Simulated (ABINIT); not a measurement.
# VBiO4 (Clinobisvanite): a self-consistent loop beyond G0W0, cycle by cycle, part 2 of 3

How far does self-consistency move the gap of VBiO4 (Clinobisvanite)?

ABINIT 10.8.3; LDA and many-body steps on it, plane waves. Known limits of the many-body steps: not at the basis limit; no spin polarisation; d states lean on the start; no spin-orbit coupling; coarse k mesh.

So far. Step 4 (G0W0): The gap on the mesh goes from 2.32 eV to 3.71 eV, a correction of +1.39 eV. Step 5 (evGW0, cycle 1): Against G0W0 in ABINIT (2×2×4 mesh, 143 bands, screening to 89.8 eV, Godby-Needs plasmon pole), the gap moves by +0.403 eV. This first cycle still uses the starting levels; it takes the full correction, at all points of the mesh, and its linearised value is 3.710 eV.

### 6. evGW0, cycle 2

Level of this step: evGW0 on LDA, plane waves, norm-conserving pseudopotentials (ABINIT).

The corrected levels of the last cycle go back in.

Contents of run.abi:

```
acell 3*1.0 Angstrom
rprim 
  3.623583094700 -5.848600000000 -0.000000000000
  3.623583094700 5.848600000000 0.000000000000
  -3.550011012700 0.000000000000 3.647394391800
ntypat 3
znucl 23 83 8
natom 12
typat 1 1 2 2 3 3 3 3 3 3 3 3
xred 
  0.870000000000 0.130000000000 0.750000000000
  0.130000000000 0.870000000000 0.250000000000
  0.366500000000 0.633500000000 0.750000000000
  0.633500000000 0.366500000000 0.250000000000
  0.938300000000 0.354700000000 0.638800000000
  0.645300000000 0.061700000000 0.861200000000
  0.061700000000 0.645300000000 0.361200000000
  0.354700000000 0.938300000000 0.138800000000
  0.811300000000 0.709900000000 0.879600000000
  0.290100000000 0.188700000000 0.620400000000
  0.188700000000 0.290100000000 0.120400000000
  0.709900000000 0.811300000000 0.379600000000
pp_dirpath "pseudos"
pseudos "V.upf, Bi.upf, O.upf"
ecut 42
ngkpt 2 2 4
nshiftk 1
shiftk 0 0 0
kptopt 1
chksymbreak 0
istwfk *1
occopt 1
irdwfk 1
optdriver 4
nband 143
gwcalctyp 10
ecutsigx 42
symsigma 1
nkptgw 9
kptgw 
  0.0000000000 0.0000000000 0.0000000000
  0.5000000000 0.0000000000 0.0000000000
  0.5000000000 0.5000000000 0.0000000000
  0.0000000000 0.0000000000 0.2500000000
  0.5000000000 0.0000000000 0.2500000000
  0.5000000000 0.5000000000 0.2500000000
  0.0000000000 0.0000000000 0.5000000000
  0.5000000000 0.0000000000 0.5000000000
  0.5000000000 0.5000000000 0.5000000000
bdgw 
  35 72
  35 72
  35 72
  35 72
  35 72
  35 72
  35 72
  35 72
  35 72
ecuteps 3.3
irdscr 1
ppmodel 1
irdqps 1
indata_prefix "in"
outdata_prefix "out"
tmpdata_prefix "tmp"
```

Launch:

```
$ OMP_NUM_THREADS=1 mpirun -n 4 abinit run.abi > log
```

What it wrote:

```text
.Version 10.8.3 of ABINIT. v10.8.2 released Aug 2026.

 Symmetries : space group C2/c (# 15); Bravais mC (1-face-center monocl.)
[... echo of the input left out ...]
== DATASET  1 ==================================================================
-   mpi_nproc: 4, omp_nthreads: 1 (-1 if OMP is not activated)

--- !DatasetInfo
iteration_state: {dtset: 1, }
dimensions: {natom: 12, nkpt: 9, mband: 143, nsppol: 1, nspinor: 1, nspden: 1, mpw: 13589, }
cutoff_energies: {ecut:  42.0, pawecutdg:  -1.0, }
[...]
.  kptgw no:  3; Maximum DeltaE = (   0.033   0.002) for band index: 36
[...]
.  kptgw no:  8; Maximum DeltaE = (   0.052   0.015) for band index: 36
.  kptgw no:  9; Maximum DeltaE = (   0.039   0.012) for band index: 35

== END DATASET(S) ==============================================================
================================================================================

 -outvars: echo values of variables after computation  --------
           etotal      0.0000000000E+00
            nband         143
             nkpt           9
          spgroup          15
 [... the other variables as echoed above ...]

 Calculation completed.
```

Elapsed: 13 min, on 4 MPI ranks of Arm Neoverse V1, shared host; peak memory 11 GiB.

Numbers from this step:

| Property | Result |
| --- | --- |
| quasiparticle gap on the mesh | 3.987 eV |
| gap of the density functional on the mesh | 2.325 eV |
| k of the valence top | 0, 0, 0.25 |
| k of the conduction bottom | 0.5, 0, 0.5 |
| least direct quasiparticle gap on the computed points | 4.057 eV |

Against the cycle before, the gap moves by −0.126 eV.

### 7. evGW0, cycle 3

run.abi is that of step 6.

What it wrote:

```text
.Version 10.8.3 of ABINIT. v10.8.2 released Aug 2026.

 Symmetries : space group C2/c (# 15); Bravais mC (1-face-center monocl.)
[... echo of the input left out ...]
== DATASET  1 ==================================================================
-   mpi_nproc: 4, omp_nthreads: 1 (-1 if OMP is not activated)

--- !DatasetInfo
iteration_state: {dtset: 1, }
dimensions: {natom: 12, nkpt: 9, mband: 143, nsppol: 1, nspinor: 1, nspden: 1, mpw: 13589, }
cutoff_energies: {ecut:  42.0, pawecutdg:  -1.0, }
[...]
.  kptgw no:  3; Maximum DeltaE = (   0.028  -0.002) for band index: 33
[...]
.  kptgw no:  8; Maximum DeltaE = (   0.029  -0.001) for band index: 34
.  kptgw no:  9; Maximum DeltaE = (  -0.005   0.014) for band index: 35

== END DATASET(S) ==============================================================
================================================================================

 -outvars: echo values of variables after computation  --------
           etotal      0.0000000000E+00
            nband         143
             nkpt           9
          spgroup          15
 [... the other variables as echoed above ...]

 Calculation completed.
```

Wall time 13 min (4 MPI ranks); peak memory 11 GiB; 51 min of CPU time.

Numbers from this step:

```yaml
quasiparticle_gap_on_the_mesh: 3.989 eV
gap_of_the_density_functional_on_the_mesh: 2.325 eV
k_of_the_valence_top: 0, 0, 0.25
k_of_the_conduction_bottom: 0.5, 0, 0.5
least_direct_quasiparticle_gap_on_the_computed_points: 4.058 eV
```

Against the cycle before, the gap moves by +0.002 eV.

### 8. Screening, 2×2×4 mesh, 143 bands, screening to 89.8 eV

This step: RPA screening on LDA, plane waves, norm-conserving pseudopotentials.

Edit run.abi of step 7 so:

```diff
@@ -33,32 +33,13 @@
 irdwfk 1
-optdriver 4
+optdriver 3
 nband 143
+ecuteps 3.3
+inclvkb 2
+awtr 1
+symchi 1
 gwcalctyp 10
-ecutsigx 42
-symsigma 1
-nkptgw 9
-kptgw 
-  0.0000000000 0.0000000000 0.0000000000
-  0.5000000000 0.0000000000 0.0000000000
-  0.5000000000 0.5000000000 0.0000000000
-  0.0000000000 0.0000000000 0.2500000000
-  0.5000000000 0.0000000000 0.2500000000
-  0.5000000000 0.5000000000 0.2500000000
-  0.0000000000 0.0000000000 0.5000000000
-  0.5000000000 0.0000000000 0.5000000000
-  0.5000000000 0.5000000000 0.5000000000
-bdgw 
-  35 72
-  35 72
-  35 72
-  35 72
-  35 72
-  35 72
-  35 72
-  35 72
-  35 72
-ecuteps 3.3
-irdscr 1
-ppmodel 1
-irdqps 1
+mbpt_sciss 1.771 eV
+nqptdm 1
+qptdm 
+  0 0 0
 indata_prefix "in"
```

What it wrote:

```text
.Version 10.8.3 of ABINIT. v10.8.2 released Aug 2026.

 Symmetries : space group C2/c (# 15); Bravais mC (1-face-center monocl.)
[... echo of the input left out ...]
== DATASET  1 ==================================================================
-   mpi_nproc: 4, omp_nthreads: 1 (-1 if OMP is not activated)

--- !DatasetInfo
iteration_state: {dtset: 1, }
dimensions: {natom: 12, nkpt: 9, mband: 143, nsppol: 1, nspinor: 1, nspden: 1, mpw: 13589, }
cutoff_energies: {ecut:  42.0, pawecutdg:  -1.0, }
electrons: {nelect:   1.20000000E+02, charge:   0.00000000E+00, occopt:   1.00000000E+00, tsmear:   1.00000000E-02, }

 SCREENING: Calculation of the susceptibility and dielectric matrices

 Based on a program developped by R.W. Godby, V. Olevano, G. Onida, and L. Reining.
 Incorporated in ABINIT by V. Olevano, G.-M. Rignanese, and M. Torrent.
.Using double precision arithmetic ; gwpc =  8

[... cell and pseudopotentials left out ...]
--------------------------------------------------------------------------------

 ==== K-mesh for the wavefunctions ====
 Number of points in the irreducible wedge :     9
[... list of points left out ...]
 Together with  4 symmetry operations and time-reversal symmetry
 yields    16 points in the full Brillouin Zone.

 ==== Q-mesh for the screening function ====
 Number of points in the irreducible wedge :     9
[... list of points left out ...]
 Together with  4 symmetry operations and time-reversal symmetry
 yields    16 points in the full Brillouin Zone.

 setmesh: FFT mesh size selected  =    40x   40x   30
          total number of points  =        48000

 vcoul_init : cutoff-mode = AUXILIARY_FUNCTION
 q-points for optical limit:   1
     1)      0.000010    0.000020    0.000030

 Dielectric matrix will be calculated only for some
 selected q points provided by the user through the input variables
 nqptdm and qptdm

- screening: taking advantage of time-reversal symmetry
- Maximum band index for partially occupied states nbvw = 60
- Remaining bands to be divided among processors   nbcw = 83
- Number of bands treated by each node ~20

 rdqps: reading QP wavefunctions of the previous step
        looking for file in_QPS
 file not found, 1st iteration initialized with KS eigenelements

 screening : performing a first self-consistency
 update of the energies in W by a scissor operator
 applying a scissor operator of [eV] :   1.771

 Number of electrons calculated from density =  120.0000; Expected =  120.0000
 average of density, n =  0.115022
 r_s =    1.2756
 omega_plasma =   32.7150 [eV]

 calculating chi0 at frequencies [eV] :
  1    0.000000E+00    0.000000E+00
  2    0.000000E+00    3.271497E+01

--------------------------------------------------------------------------------
  q-point number  1        q = ( 0.000000, 0.000000, 0.000000) [r.l.u.]
--------------------------------------------------------------------------------
[... chi0 elements left out ...]
 For q-point:  0.000010 0.000020 0.000030
  dielectric constant =   5.7482
  dielectric constant without local fields =   6.4703

  Average fulfillment of the sum rule on Im[epsilon] for q-point    1 :     39.75  [%]
[... wings left out ...]
== END DATASET(S) ==============================================================
================================================================================

 -outvars: echo values of variables after computation  --------
           etotal      0.0000000000E+00
            nband         143
             nkpt           9
          spgroup          15
 [... the other variables as echoed above ...]

 Calculation completed.
```

Elapsed: 3.8 min, on 4 MPI ranks; peak memory 4.1 GiB.

Numbers from this step:

* ε∞ with local fields, on this mesh, along the program's q direction: 5.748
* the same without local fields: 6.470
* plasma frequency: 32.72 eV
* plane waves in the screening matrix: 295

This screening uses the functional's bands under a rigid shift, the mean opening of the cycle before.

### 9. Screening, 2×2×4 mesh, 143 bands, screening to 89.8 eV

This step: RPA screening on LDA from quasiparticle energies, plane waves, norm-conserving pseudopotentials.

Edit run.abi of step 8 so:

```diff
@@ -39,7 +39,14 @@
 symchi 1
+irdqps 1
 gwcalctyp 10
-mbpt_sciss 1.771 eV
-nqptdm 1
+nqptdm 8
 qptdm 
-  0 0 0
+  0.5000000000 0.0000000000 0.0000000000
+  0.5000000000 0.5000000000 0.0000000000
+  0.0000000000 0.0000000000 0.2500000000
+  0.5000000000 0.0000000000 0.2500000000
+  0.5000000000 0.5000000000 0.2500000000
+  0.0000000000 0.0000000000 0.5000000000
+  0.5000000000 0.0000000000 0.5000000000
+  0.5000000000 0.5000000000 0.5000000000
 indata_prefix "in"
```

Contents of mrgscr.stdin:

```
2
merged
q0_SCR
out_SCR
1
```

Launch:

```
$ OMP_NUM_THREADS=1 mpirun -n 4 abinit run.abi > log; mrgscr < mrgscr.stdin
```

What it wrote:

```text
.Version 10.8.3 of ABINIT. v10.8.2 released Aug 2026.

 Symmetries : space group C2/c (# 15); Bravais mC (1-face-center monocl.)
[... echo of the input left out ...]
== DATASET  1 ==================================================================
-   mpi_nproc: 4, omp_nthreads: 1 (-1 if OMP is not activated)

--- !DatasetInfo
iteration_state: {dtset: 1, }
dimensions: {natom: 12, nkpt: 9, mband: 143, nsppol: 1, nspinor: 1, nspden: 1, mpw: 13589, }
cutoff_energies: {ecut:  42.0, pawecutdg:  -1.0, }
[...]
q-point number  1        q = ( 0.500000, 0.000000, 0.000000) [r.l.u.]
--------------------------------------------------------------------------------
[... chi0 elements left out ...]
  Average fulfillment of the sum rule on Im[epsilon] for q-point    2 :     44.12  [%]

--------------------------------------------------------------------------------
  q-point number  2        q = ( 0.500000, 0.500000, 0.000000) [r.l.u.]
--------------------------------------------------------------------------------
[... chi0 elements left out ...]
  Average fulfillment of the sum rule on Im[epsilon] for q-point    3 :     46.45  [%]

 [... 6 further q-points ...]
```

It took 1.8 min on 4 MPI ranks; peak memory 4.1 GiB; 7.3 min of CPU time.

Numbers from this step:

| Item | Value |
| --- | --- |
| plasma frequency | 32.72 eV |
| plane waves in the screening matrix | 295 |

This screening reads the quasiparticle levels of the cycle before.

### 10. evGW, cycle 1

This step: evGW on LDA, plane waves, norm-conserving pseudopotentials.

Edit run.abi of step 9 so:

```diff
@@ -33,12 +33,10 @@
 irdwfk 1
-optdriver 3
+optdriver 4
 nband 143
-ecuteps 3.3
-inclvkb 2
-awtr 1
-symchi 1
-irdqps 1
 gwcalctyp 10
-nqptdm 8
-qptdm 
+ecutsigx 42
+symsigma 1
+nkptgw 9
+kptgw 
+  0.0000000000 0.0000000000 0.0000000000
   0.5000000000 0.0000000000 0.0000000000
@@ -51,2 +49,16 @@
   0.5000000000 0.5000000000 0.5000000000
+bdgw 
+  35 72
+  35 72
+  35 72
+  35 72
+  35 72
+  35 72
+  35 72
+  35 72
+  35 72
+ecuteps 3.3
+irdscr 1
+ppmodel 1
+irdqps 1
 indata_prefix "in"
```

Launch:

```
$ OMP_NUM_THREADS=1 mpirun -n 4 abinit run.abi > log
```

What it wrote:

```text
.Version 10.8.3 of ABINIT. v10.8.2 released Aug 2026.

 Symmetries : space group C2/c (# 15); Bravais mC (1-face-center monocl.)
[... echo of the input left out ...]
== DATASET  1 ==================================================================
-   mpi_nproc: 4, omp_nthreads: 1 (-1 if OMP is not activated)

--- !DatasetInfo
iteration_state: {dtset: 1, }
dimensions: {natom: 12, nkpt: 9, mband: 143, nsppol: 1, nspinor: 1, nspden: 1, mpw: 13589, }
cutoff_energies: {ecut:  42.0, pawecutdg:  -1.0, }
[...]
.  kptgw no:  3; Maximum DeltaE = (  -0.661   0.000) for band index: 34
[...]
.  kptgw no:  8; Maximum DeltaE = (  -0.173   0.001) for band index:  4
.  kptgw no:  9; Maximum DeltaE = (  -0.167   0.000) for band index:  6

== END DATASET(S) ==============================================================
================================================================================

 -outvars: echo values of variables after computation  --------
           etotal      0.0000000000E+00
            nband         143
             nkpt           9
          spgroup          15
 [... the other variables as echoed above ...]

 Calculation completed.
```

Run time: 13 min. Hardware: 4 MPI ranks; peak memory 11 GiB; 51 min of CPU time.

Numbers from this step:

```yaml
quasiparticle_gap_on_the_mesh: 4.321 eV
gap_of_the_density_functional_on_the_mesh: 2.325 eV
k_of_the_valence_top: 0, 0, 0.25
k_of_the_conduction_bottom: 0.5, 0, 0.5
least_direct_quasiparticle_gap_on_the_computed_points: 4.389 eV
```

Against G0W0 in ABINIT (2×2×4 mesh, 143 bands, screening to 89.8 eV, Godby-Needs plasmon pole), the gap moves by +0.611 eV.

### 11. Screening, 2×2×4 mesh, 143 bands, screening to 89.8 eV

This step: RPA screening on LDA, plane waves, norm-conserving pseudopotentials.

Edit run.abi of step 10 so:

```diff
@@ -33,32 +33,13 @@
 irdwfk 1
-optdriver 4
+optdriver 3
 nband 143
+ecuteps 3.3
+inclvkb 2
+awtr 1
+symchi 1
 gwcalctyp 10
-ecutsigx 42
-symsigma 1
-nkptgw 9
-kptgw 
-  0.0000000000 0.0000000000 0.0000000000
-  0.5000000000 0.0000000000 0.0000000000
-  0.5000000000 0.5000000000 0.0000000000
-  0.0000000000 0.0000000000 0.2500000000
-  0.5000000000 0.0000000000 0.2500000000
-  0.5000000000 0.5000000000 0.2500000000
-  0.0000000000 0.0000000000 0.5000000000
-  0.5000000000 0.0000000000 0.5000000000
-  0.5000000000 0.5000000000 0.5000000000
-bdgw 
-  35 72
-  35 72
-  35 72
-  35 72
-  35 72
-  35 72
-  35 72
-  35 72
-  35 72
-ecuteps 3.3
-irdscr 1
-ppmodel 1
-irdqps 1
+mbpt_sciss 2.113 eV
+nqptdm 1
+qptdm 
+  0 0 0
 indata_prefix "in"
```

What it wrote:

```text
.Version 10.8.3 of ABINIT. v10.8.2 released Aug 2026.

 Symmetries : space group C2/c (# 15); Bravais mC (1-face-center monocl.)
[... echo of the input left out ...]
== DATASET  1 ==================================================================
-   mpi_nproc: 4, omp_nthreads: 1 (-1 if OMP is not activated)

--- !DatasetInfo
iteration_state: {dtset: 1, }
dimensions: {natom: 12, nkpt: 9, mband: 143, nsppol: 1, nspinor: 1, nspden: 1, mpw: 13589, }
cutoff_energies: {ecut:  42.0, pawecutdg:  -1.0, }
[...]
[... chi0 elements left out ...]
 For q-point:  0.000010 0.000020 0.000030
  dielectric constant =   5.5433
  dielectric constant without local fields =   6.2189

  Average fulfillment of the sum rule on Im[epsilon] for q-point    1 :     40.34  [%]
[... wings left out ...]
== END DATASET(S) ==============================================================
================================================================================

 -outvars: echo values of variables after computation  --------
           etotal      0.0000000000E+00
            nband         143
             nkpt           9
          spgroup          15
 [... the other variables as echoed above ...]

 Calculation completed.
```

Elapsed: 3.7 min, on 4 MPI ranks; peak memory 4.1 GiB; 15 min of CPU time.

This step gave:

```yaml
eps_infinity_with_local_fields_on_this_mesh_along_the_program_s_q_direction: 5.543
the_same_without_local_fields: 6.219
plasma_frequency: 32.72 eV
plane_waves_in_the_screening_matrix: 295
```

This screening uses the functional's bands under a rigid shift, the mean opening of the cycle before.

### 12. Screening, 2×2×4 mesh, 143 bands, screening to 89.8 eV

This step: RPA screening on LDA from quasiparticle energies, plane waves, norm-conserving pseudopotentials.

Edit run.abi of step 11 so:

```diff
@@ -39,7 +39,14 @@
 symchi 1
+irdqps 1
 gwcalctyp 10
-mbpt_sciss 2.113 eV
-nqptdm 1
+nqptdm 8
 qptdm 
-  0 0 0
+  0.5000000000 0.0000000000 0.0000000000
+  0.5000000000 0.5000000000 0.0000000000
+  0.0000000000 0.0000000000 0.2500000000
+  0.5000000000 0.0000000000 0.2500000000
+  0.5000000000 0.5000000000 0.2500000000
+  0.0000000000 0.0000000000 0.5000000000
+  0.5000000000 0.0000000000 0.5000000000
+  0.5000000000 0.5000000000 0.5000000000
 indata_prefix "in"
```

mrgscr.stdin is that of step 9.

Launch:

```
$ OMP_NUM_THREADS=1 mpirun -n 4 abinit run.abi > log; mrgscr < mrgscr.stdin
```

What it wrote:

```text
.Version 10.8.3 of ABINIT. v10.8.2 released Aug 2026.

 Symmetries : space group C2/c (# 15); Bravais mC (1-face-center monocl.)
[... echo of the input left out ...]
== DATASET  1 ==================================================================
-   mpi_nproc: 4, omp_nthreads: 1 (-1 if OMP is not activated)

--- !DatasetInfo
iteration_state: {dtset: 1, }
dimensions: {natom: 12, nkpt: 9, mband: 143, nsppol: 1, nspinor: 1, nspden: 1, mpw: 13589, }
cutoff_energies: {ecut:  42.0, pawecutdg:  -1.0, }
[...]
q-point number  1        q = ( 0.500000, 0.000000, 0.000000) [r.l.u.]
--------------------------------------------------------------------------------
[... chi0 elements left out ...]
  Average fulfillment of the sum rule on Im[epsilon] for q-point    2 :     44.68  [%]

--------------------------------------------------------------------------------
  q-point number  2        q = ( 0.500000, 0.500000, 0.000000) [r.l.u.]
--------------------------------------------------------------------------------
[... chi0 elements left out ...]
  Average fulfillment of the sum rule on Im[epsilon] for q-point    3 :     47.06  [%]

 [... 6 further q-points ...]
```

The job ended after 1.7 min (4 MPI ranks; peak memory 4.1 GiB; 7 min of CPU time).

This step gave:

| Quantity | Value |
| --- | --- |
| plasma frequency | 32.72 eV |
| plane waves in the screening matrix | 295 |

This screening reads the quasiparticle levels of the cycle before.

### 13. evGW, cycle 2

This step: evGW on LDA, plane waves, norm-conserving pseudopotentials.

Edit run.abi of step 12 so:

```diff
@@ -33,12 +33,10 @@
 irdwfk 1
-optdriver 3
+optdriver 4
 nband 143
-ecuteps 3.3
-inclvkb 2
-awtr 1
-symchi 1
-irdqps 1
 gwcalctyp 10
-nqptdm 8
-qptdm 
+ecutsigx 42
+symsigma 1
+nkptgw 9
+kptgw 
+  0.0000000000 0.0000000000 0.0000000000
   0.5000000000 0.0000000000 0.0000000000
@@ -51,2 +49,16 @@
   0.5000000000 0.5000000000 0.5000000000
+bdgw 
+  35 72
+  35 72
+  35 72
+  35 72
+  35 72
+  35 72
+  35 72
+  35 72
+  35 72
+ecuteps 3.3
+irdscr 1
+ppmodel 1
+irdqps 1
 indata_prefix "in"
```

Launch:

```
$ OMP_NUM_THREADS=1 mpirun -n 4 abinit run.abi > log
```

What it wrote:

```text
.Version 10.8.3 of ABINIT. v10.8.2 released Aug 2026.

 Symmetries : space group C2/c (# 15); Bravais mC (1-face-center monocl.)
[... echo of the input left out ...]
== DATASET  1 ==================================================================
-   mpi_nproc: 4, omp_nthreads: 1 (-1 if OMP is not activated)

--- !DatasetInfo
iteration_state: {dtset: 1, }
dimensions: {natom: 12, nkpt: 9, mband: 143, nsppol: 1, nspinor: 1, nspden: 1, mpw: 13589, }
cutoff_energies: {ecut:  42.0, pawecutdg:  -1.0, }
[...]
.  kptgw no:  3; Maximum DeltaE = (  -0.043  -0.002) for band index: 35
[...]
.  kptgw no:  8; Maximum DeltaE = (  -0.027   0.000) for band index:  1
.  kptgw no:  9; Maximum DeltaE = (  -0.024   0.001) for band index:  2

== END DATASET(S) ==============================================================
================================================================================

 -outvars: echo values of variables after computation  --------
           etotal      0.0000000000E+00
            nband         143
             nkpt           9
          spgroup          15
 [... the other variables as echoed above ...]

 Calculation completed.
```

Run time: 13 min. Hardware: 4 MPI ranks; peak memory 11 GiB; 51 min of CPU time.

This step gave:

```
quasiparticle gap on the mesh                         : 4.364 eV
gap of the density functional on the mesh             : 2.325 eV
k of the valence top                                  : 0, 0, 0.25
k of the conduction bottom                            : 0.5, 0, 0.5
least direct quasiparticle gap on the computed points : 4.432 eV
```

Against the cycle before, the gap moves by +0.043 eV.

[end of part 2 of 3]

[Paths, hosts, dates, memory and timing lines, banners, echoed tables and standing remarks are left out of the program output.]

[Logs are printed without paths, hosts, clocks, repeated set-up lines and the standing remarks that a program may print on its own settings, such as how far it seeks lower states.]

[Runs of the session that timed out or met a known fault of the program may be left out.]

[Hosts, paths, dates, database ids (printed as entryN), source tags and the programs' standing remarks are cut or masked in the printed files.]

[G0W0 gaps are taken among the corrected bands and points alone; a level outside them can change the order at an edge.]

[Where Ansatz stands beside ABINIT at settings called matched, ABINIT's density can come from a denser mesh and the files from another edition; pairs whose starting gaps differed by over 0.03 eV were left out, so agreement reads better than it is.]
